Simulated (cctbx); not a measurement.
# Ba2IrS4 with cctbx, script by script

Library: cctbx 2025.11. The data are simulated by the first script.

## 1. Simulate the data

run.py:

```python
from cctbx import adptbx, crystal, miller, sgtbx, xray
from cctbx.array_family import flex
from iotbx.shelx import hklf
from scitbx import matrix
import scitbx.random

cs = crystal.symmetry(unit_cell=(4.694, 4.694, 15.792, 90, 90, 90), space_group_symbol='Hall: -I 4 2')  # I4/mmm
atoms = [  # label, site, U (iso, or U11 U22 U33 U12 U13 U23 in A^2), occupancy
    ("Ir1", (0, 0, 0), 0.0036, 1),
    ("Ba1", (0.5, 0.5, 0.1415), 0.0053, 1),
    ("S1", (0.5, 0, 0), 0.0084, 1),
    ("S2", (0.5, 0.5, 0.3443), 0.0063, 1),
]
xs = xray.structure(crystal_symmetry=cs)
for label, site, u, occ in atoms:
    u = adptbx.u_cif_as_u_star(cs.unit_cell(), u) if isinstance(u, tuple) else u
    xs.add_scatterer(xray.scatterer(label, site=site, u=u, occupancy=occ))
xs.set_inelastic_form_factors(0.71073, "sasaki")
xs.show_summary()
p1 = xs.expand_to_p1()
ms = miller.build_set(p1, anomalous_flag=True, d_min=0.84)
flex.set_random_seed(279470)
scitbx.random.set_random_seed(279470)
ms = ms.select(flex.random_double(ms.size()) < 0.95)
i = ms.structure_factors_from_scatterers(p1, algorithm="direct").f_calc().as_intensity_array().data()
i = i / flex.sqrt(1 + 0.1 * i / flex.max(i))  # extinction
i = i * 5000 / flex.max(i)
sig = flex.sqrt(i + flex.pow2(0.04 * i) + 15 ** 2)
noise = scitbx.random.variate(scitbx.random.normal_distribution())(i.size())
data = ms.array(data=i + sig * noise, sigmas=sig).set_observation_type_xray_intensity()
with open("data.hkl", "w") as f:
    data.export_as_shelx_hklf(f)
print("reflections written:", data.size(), " <I/sigma> = %.1f" % flex.mean(data.data() / data.sigmas()))
for h, a, b in list(data.sort("data"))[:12]:
    print("%4d%4d%4d %9.1f %7.1f" % (h + (a, b)))
```

```console
$ python run.py
```

```text
Number of scatterers: 4
At special positions: 4
Unit cell: (4.694, 4.694, 15.792, 90, 90, 90)
Space group: I 4/m m m (No. 139)
reflections written: 2352  <I/sigma> = 5.4
   0  -2   0    5438.6   212.7
  -2   0   0    5128.5   212.7
   0   2   0    5084.7   212.7
   2   0   0    5039.7   212.7
  -2  -2   0    3797.5   162.5
   2  -2   0    3733.5   162.5
   0   0   6    3711.2   154.7
  -2   2   0    3707.5   162.5
  -1  -1   0    3680.1   159.4
   1   1   0    3661.8   159.4
   2   2   0    3643.0   162.5
  -1   1   0    3606.1   159.4
```

Run time: 0.23 s on 1 thread of Intel(R) Xeon(R) CPU @ 2.60GHz (Ice Lake) (shared host), peak memory 0.07 GiB.

## 2. Refinement (right model, isotropic)

run.py:

```python
import math
from cctbx import adptbx, crystal, maptbx, sgtbx, xray
from cctbx.array_family import flex
from cctbx.xray import observations
from iotbx.shelx import hklf
from scitbx.lstbx import normal_eqns_solving
from smtbx import absolute_structure, utils
from smtbx.refinement import constraints, least_squares

cs = crystal.symmetry(unit_cell=(4.694, 4.694, 15.792, 90, 90, 90), space_group_symbol='Hall: -I 4 2')  # I4/mmm
atoms = [  # label, site, U (iso, or U11 U22 U33 U12 U13 U23 in A^2), occupancy
    ("Ir1", (0, 0, 0), 0.0200, 1),
    ("Ba1", (0.5, 0.5, 0.1398), 0.0200, 1),
    ("S1", (0.5, 0, 0), 0.0200, 1),
    ("S2", (0.5, 0.5, 0.3429), 0.0200, 1),
]
xs = xray.structure(crystal_symmetry=cs)
for label, site, u, occ in atoms:
    u = adptbx.u_cif_as_u_star(cs.unit_cell(), u) if isinstance(u, tuple) else u
    xs.add_scatterer(xray.scatterer(label, site=site, u=u, occupancy=occ))
xs.set_inelastic_form_factors(0.71073, "sasaki")
raw = hklf.reader(file_name="data.hkl").as_miller_arrays(crystal_symmetry=cs, anomalous=True)[0]
merged = raw.eliminate_sys_absent().merge_equivalents()
fo2 = merged.array().set_observation_type_xray_intensity()
print("Rint %.3f, %d unique reflections to %.2f A" % (merged.r_int(), fo2.size(), fo2.d_min()))
for sc in xs.scatterers():
    sc.flags.set_grad_site(True)
    sc.flags.set_grad_u_aniso(sc.flags.use_u_aniso())
    sc.flags.set_grad_u_iso(sc.flags.use_u_iso())
obs = fo2.as_xray_observations()
extra = {}
rep = constraints.reparametrisation(xs, [], utils.connectivity_table(xs), **extra)
ls = least_squares.crystallographic_ls(obs, rep, weighting_scheme=least_squares.mainstream_shelx_weighting(a=0, b=0))
print("cycle     R1     wR2    GooF  max shift (A)")
for cycle in range(8):
    ls.build_up()
    r1, wr2, goof = ls.r1_factor(cutoff_factor=2)[0], ls.wR2(), ls.goof()
    old = xs.sites_cart()
    normal_eqns_solving.levenberg_marquardt_iterations(ls, n_max_iterations=3, tau=1e-06, step_threshold=1e-7)
    big = flex.max((xs.sites_cart() - old).norms())
    print("%4d %7.4f %7.4f %7.3f %9.5f" % (cycle + 1, r1, wr2, goof, big))
    ls.build_up(objective_only=True)
    if abs(ls.wR2() - wr2) < 5e-5 and big < 5e-4:
        break
ls.build_up()
print("final R1 %.4f wR2 %.4f GooF %.3f  parameters %d  data/parameter %.1f" % (ls.r1_factor(cutoff_factor=2)[0], ls.wR2(), ls.goof(), ls.n_parameters, fo2.size() / ls.n_parameters))
cov = ls.covariance_matrix_and_annotations()
su = dict(zip(cov.annotations, (math.sqrt(max(v, 0)) for v in cov.matrix.matrix_packed_u_diagonal())))
a2 = cs.unit_cell().reciprocal_parameters()[0] ** -2
print("atom        x        y        z      Ueq    occ   su(xyz)  su(Uiso or U11)")
for sc in xs.scatterers():
    s = max(su.get(sc.label + k, 0) for k in (".x", ".y", ".z"))
    npd = "" if sc.is_positive_definite_u(cs.unit_cell()) else "  NPD"
    print("%-5s %8.5f %8.5f %8.5f %8.4f %6.3f %8.5f %7.4f%s" % ((sc.label,) + sc.site + (sc.u_iso_or_equiv(cs.unit_cell()), sc.occupancy, s, su.get(sc.label + ".uiso", su.get(sc.label + ".u11", 0) * a2), npd)))
fo = fo2.f_sq_as_f()
fc = fo.structure_factors_from_scatterers(xs, algorithm="direct").f_calc()
diff = fo.f_obs_minus_f_calc(1 / math.sqrt(ls.scale_factor()), fc).average_bijvoet_mates()
m = diff.fft_map(symmetry_flags=maptbx.use_space_group_symmetry, resolution_factor=0.25).apply_volume_scaling()
print("difference map: max %.2f min %.2f rms %.2f" % (m.statistics().max(), m.statistics().min(), m.statistics().sigma()))
peaks = m.peak_search(parameters=maptbx.peak_search_parameters(min_distance_sym_equiv=0.6, max_clusters=6)).all()
near = xs.closest_distances(peaks.sites(), distance_cutoff=4)
sps = cs.special_position_settings(min_distance_sym_equiv=0.5)
for k, (x, h) in enumerate(zip(peaks.sites(), peaks.heights())):
    ss = sps.site_symmetry(x)
    print("Q%-3d %7.4f %7.4f %7.4f %4d %7.2f  %.2f A from %s" % ((k + 1,) + tuple(t % 1 for t in ss.exact_site()) + (ss.multiplicity(), h, near.smallest_distances[k], xs.scatterers()[near.i_seqs[k]].label)))
```

```console
$ python run.py
```

```text
Rint 0.047, 119 unique reflections to 0.84 A
cycle     R1     wR2    GooF  max shift (A)
   1  0.1210  0.2521  10.260   0.02728
   2  0.0144  0.0250   1.018   0.00000
final R1 0.0144 wR2 0.0250 GooF 1.018  parameters 6  data/parameter 19.8
atom        x        y        z      Ueq    occ   su(xyz)  su(Uiso or U11)
Ir1    0.00000  0.00000  0.00000   0.0034  1.000  0.00000  0.0002
Ba1    0.50000  0.50000  0.14153   0.0054  1.000  0.00004  0.0002
S1     0.50000  0.00000  0.00000   0.0081  1.000  0.00000  0.0006
S2     0.50000  0.50000  0.34426   0.0061  1.000  0.00017  0.0006
difference map: max 0.97 min -1.32 rms 0.30
Q1    0.2341  0.2341  0.1983   16    0.98  1.69 A from S2
Q2    0.1219  0.1219  0.4246   16    0.97  1.32 A from Ba1
Q3    0.0000  0.2725  0.3486   16    0.90  1.29 A from Ba1
Q4    0.0000  0.0000  0.0375    4    0.85  0.59 A from Ir1
Q5    0.1280  0.1280  0.1420   16    0.79  0.88 A from S2
Q6    0.0000  0.4276  0.0807   16    0.76  1.32 A from S1
```

Time: 0.33 s.

## 3. Refinement (right model, anisotropic)

run.py, as its changes from the last script of this kind:

```diff
@@ -12,4 +12,4 @@
-    ("Ir1", (0, 0, 0), 0.0200, 1),
-    ("Ba1", (0.5, 0.5, 0.1398), 0.0200, 1),
-    ("S1", (0.5, 0, 0), 0.0200, 1),
-    ("S2", (0.5, 0.5, 0.3429), 0.0200, 1),
+    ("Ir1", (0, 0, 0), 0.0034, 1),
+    ("Ba1", (0.5, 0.5, 0.14153), 0.0054, 1),
+    ("S1", (0.5, 0, 0), 0.0081, 1),
+    ("S2", (0.5, 0.5, 0.34426), 0.0061, 1),
@@ -21,0 +22 @@
+xs.convert_to_anisotropic()
```

```console
$ python run.py
```

```text
Rint 0.047, 119 unique reflections to 0.84 A
cycle     R1     wR2    GooF  max shift (A)
   1  0.0144  0.0250   1.042   0.00016
   2  0.0146  0.0246   1.023   0.00000
final R1 0.0146 wR2 0.0246 GooF 1.023  parameters 11  data/parameter 10.8
atom        x        y        z      Ueq    occ   su(xyz)  su(Uiso or U11)
Ir1    0.00000  0.00000  0.00000   0.0034  1.000  0.00000  0.0002
Ba1    0.50000  0.50000  0.14153   0.0054  1.000  0.00004  0.0003
S1     0.50000  0.00000  0.00000   0.0082  1.000  0.00000  0.0014
S2     0.50000  0.50000  0.34427   0.0060  1.000  0.00017  0.0008
difference map: max 0.97 min -1.32 rms 0.29
Q1    0.2347  0.2347  0.1983   16    0.97  1.70 A from S2
Q2    0.1217  0.1217  0.4252   16    0.97  1.33 A from Ba1
Q3    0.0000  0.2758  0.3485   16    0.90  1.30 A from Ba1
Q4    0.0000  0.4206  0.0832   16    0.76  1.37 A from S1
Q5    0.1295  0.1295  0.1414   16    0.75  0.89 A from S2
Q6    0.0925  0.2773  0.0509   32    0.74  1.39 A from S1
```

Time: 0.39 s.

## 4. Refinement

run.py, as its changes from the last script of this kind:

```diff
@@ -21 +21 @@
-xs.set_inelastic_form_factors(0.71073, "sasaki")
+xs.set_inelastic_form_factors(1.54184, "sasaki")
@@ -36 +36 @@
-for cycle in range(8):
+for cycle in range(12):
```

```console
$ python run.py
```

```text
Rint 0.047, 119 unique reflections to 0.84 A
cycle     R1     wR2    GooF  max shift (A)
   1  0.0322  0.0689   2.868   0.00107
   2  0.0178  0.0342   1.423   0.00000
final R1 0.0178 wR2 0.0342 GooF 1.423  parameters 11  data/parameter 10.8
atom        x        y        z      Ueq    occ   su(xyz)  su(Uiso or U11)
Ir1    0.00000  0.00000  0.00000   0.0007  1.000  0.00000  0.0003
Ba1    0.50000  0.50000  0.14156   0.0074  1.000  0.00005  0.0004
S1     0.50000  0.00000  0.00000   0.0116  1.000  0.00000  0.0019
S2     0.50000  0.50000  0.34433   0.0098  1.000  0.00024  0.0011
difference map: max 1.71 min -1.64 rms 0.39
Q1    0.0000  0.0000  0.0279    4    1.74  0.44 A from Ir1
Q2    0.0000  0.2758  0.3518   16    1.49  1.30 A from Ba1
Q3    0.0000  0.1361  0.4206   16    1.20  1.17 A from Ba1
Q4    0.2589  0.2589  0.1973   16    0.92  1.83 A from Ba1
Q5    0.0000  0.1525  0.1365   16    0.91  0.78 A from S2
Q6    0.0000  0.0000  0.4344    4    0.91  1.20 A from Ba1
```

Time: 0.34 s.

This run holds a fault made on purpose: dispersion terms of the wrong wavelength.

## 5. Refinement

run.py, as its changes from the last script of this kind:

```diff
@@ -21 +21 @@
-xs.set_inelastic_form_factors(1.54184, "sasaki")
+# no anomalous dispersion
```

```console
$ python run.py
```

```text
Rint 0.047, 119 unique reflections to 0.84 A
cycle     R1     wR2    GooF  max shift (A)
   1  0.0188  0.0357   1.485   0.00112
   2  0.0180  0.0290   1.205   0.00000
final R1 0.0180 wR2 0.0290 GooF 1.205  parameters 11  data/parameter 10.8
atom        x        y        z      Ueq    occ   su(xyz)  su(Uiso or U11)
Ir1    0.00000  0.00000  0.00000   0.0043  1.000  0.00000  0.0003
Ba1    0.50000  0.50000  0.14153   0.0051  1.000  0.00005  0.0003
S1     0.50000  0.00000  0.00000   0.0061  1.000  0.00000  0.0016
S2     0.50000  0.50000  0.34433   0.0038  1.000  0.00020  0.0009
difference map: max 2.74 min -3.82 rms 0.38
Q1    0.0000  0.0000  0.3623    4    2.74  0.06 A from Ba1
Q2    0.0000  0.0000  0.0538    4    1.81  0.85 A from Ir1
Q3    0.0000  0.0000  0.2335    4    1.28  1.23 A from S2
Q4    0.0000  0.2701  0.3491   16    1.21  1.28 A from Ba1
Q5    0.2307  0.2307  0.1992   16    1.12  1.68 A from S2
Q6    0.1106  0.1106  0.4259   16    1.07  1.29 A from Ba1
```

Time: 0.32 s.

This run holds a fault made on purpose: anomalous dispersion left out.

## 6. Refinement

run.py, as its changes from the last script of this kind:

```diff
@@ -15 +15 @@
-    ("S2", (0.5, 0.5, 0.34426), 0.0061, 1),
+    ("Se1", (0.5, 0.5, 0.34426), 0.0061, 1),
@@ -21 +21 @@
-# no anomalous dispersion
+xs.set_inelastic_form_factors(0.71073, "sasaki")
```

```console
$ python run.py
```

```text
Rint 0.047, 119 unique reflections to 0.84 A
cycle     R1     wR2    GooF  max shift (A)
   1  0.1806  0.3765  15.671   0.00486
   2  0.0675  0.1506   6.270   0.00205
   3  0.0681  0.1500   6.243   0.00004
final R1 0.0681 wR2 0.1500 GooF 6.243  parameters 11  data/parameter 10.8
atom        x        y        z      Ueq    occ   su(xyz)  su(Uiso or U11)
Ir1    0.00000  0.00000  0.00000   0.0009  1.000  0.00000  0.0015
Ba1    0.50000  0.50000  0.14161   0.0036  1.000  0.00025  0.0016
S1     0.50000  0.00000  0.00000   0.0079  1.000  0.00000  0.0083
Se1    0.50000  0.50000  0.34444   0.0682  1.000  0.00109  0.0067
difference map: max 5.65 min -8.03 rms 1.15
Q1    0.0000  0.0000  0.0000    2    5.65  0.00 A from Ir1
Q2    0.0000  0.5000  0.0000    4    2.64  0.00 A from S1
Q3    0.0000  0.0920  0.3519   16    2.38  0.44 A from Ba1
Q4    0.0000  0.0000  0.3841    4    2.07  0.41 A from Ba1
Q5    0.0000  0.5000  0.0905    8    1.83  1.43 A from S1
Q6    0.0750  0.2396  0.1779   32    1.82  1.23 A from Se1
```

Run time: 0.38 s on 1 thread of Intel(R) Xeon(R) CPU @ 2.60GHz (Ice Lake), with other jobs on the host, peak memory 0.09 GiB.

This run holds a fault made on purpose: wrong element: Se1 is S.

[Logs are printed without paths, hosts, clocks, repeated set-up lines and the standing remarks that a program may print on its own settings, such as how far it seeks lower states.]
